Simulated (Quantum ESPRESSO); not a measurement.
Consider SiO2 (Quartz, P3_121).

```
CELL_PARAMETERS angstrom
4.91580 0.00000 0.00000
-2.45790 4.25721 0.00000
0.00000 0.00000 5.40910
ATOMIC_POSITIONS crystal
Si 0.46970 0.46970 0.00000
Si 0.00000 0.53030 0.66667
Si 0.53030 0.00000 0.33333
O 0.85380 0.26800 0.45233
O 0.73200 0.58580 0.78567
O 0.41420 0.14620 0.11900
O 0.26800 0.85380 0.54767
O 0.58580 0.73200 0.21433
O 0.14620 0.41420 0.88100
```

Absorber: atom 4, with 2 Si at 1.61 Å (bent, 144°, site symmetry 1). Method: Quantum ESPRESSO XSpectra, PBE, full core hole (charged cell), 9-atom cell with 4.9 Å between holes, 5×5×4 k points, dipole transitions, Lorentzian half width 0.3 eV up to 4 eV, rising linearly to 2.5 eV at 25 eV (counted from xe0, 2.7 eV below the zero used here).

Q: What does the O K edge look like?

Main maxima up to 24 eV above the zero (height): 4.4 eV (2.53). A K edge sees empty p states on the absorber. The total-energy difference plus the lowest empty eigenvalue puts the zero at 541.92 eV. One term is added: -8.91 eV, since the hole is spin-paired here and a spin-polarised one costs that much less in the free atom (computed apart). The photon energy is then 533.01 eV. The functional and the charged cell's background leave an error of a few eV in such absolute values.

The O K spectrum (energy from the lowest empty level; intensity scaled to a mean of 1 over the first 20 eV; the points at xe0, where the cut of filled states can leave a spike, are interpolated; polarised curves are means over the symmetry-equivalent atoms):

```
E (eV)  isotropic  ε ⊥ c  ε ∥ c
  -2.0       0.04   0.04   0.04
  -1.0       0.05   0.06   0.05
   0.0       0.10   0.10   0.09
   1.0       0.28   0.31   0.23
   2.0       0.71   0.79   0.55
   3.0       1.75   1.79   1.66
   4.0       2.51   2.42   2.69
   5.0       2.43   2.42   2.43
   6.0       1.82   1.80   1.87
   7.0       1.27   1.25   1.31
   8.0       0.96   0.95   0.98
   9.0       0.88   0.86   0.92
  10.0       0.87   0.84   0.93
  11.0       0.82   0.79   0.87
  12.0       0.76   0.76   0.77
  13.0       0.70   0.71   0.68
  14.0       0.66   0.68   0.61
  15.0       0.64   0.67   0.58
  16.0       0.62   0.65   0.58
  17.0       0.62   0.64   0.58
  18.0       0.63   0.64   0.60
  19.0       0.65   0.66   0.63
  20.0       0.67   0.68   0.66
  21.0       0.70   0.69   0.70
  22.0       0.72   0.71   0.75
  23.0       0.75   0.73   0.78
  24.0       0.76   0.74   0.80
  25.0       0.76   0.74   0.79
  26.0       0.74   0.74   0.76
  27.0       0.72   0.72   0.72
  28.0       0.70   0.70   0.69
  29.0       0.67   0.67   0.67
  30.0       0.65   0.65   0.66
  31.0       0.64   0.63   0.65
  32.0       0.61   0.61   0.63
```

The holes are only 4.9 Å apart, so the shape is probably not converged with cell size; no larger cell was run here. The structure is a published determination, not relaxed.

[Banner, clock and machine lines of the logs are left out without a mark of their own.]

[Logs are printed without paths, hosts, clocks, repeated set-up lines and the standing remarks that a program may print on its own settings, such as how far it seeks lower states.]

[Hosts, paths, dates, database ids (printed as entryN), source tags and the programs' standing remarks are cut or masked in the printed files.]

[Lists of maxima count a maximum above −3 eV only where it reaches 4 % of the highest in the window and stands out from its surroundings by 2 % of it (1.5 % where it reaches 55 %); shoulders and weaker maxima are passed over, and of the rest the first, up to two pre-edge ones and the few strongest are named.]
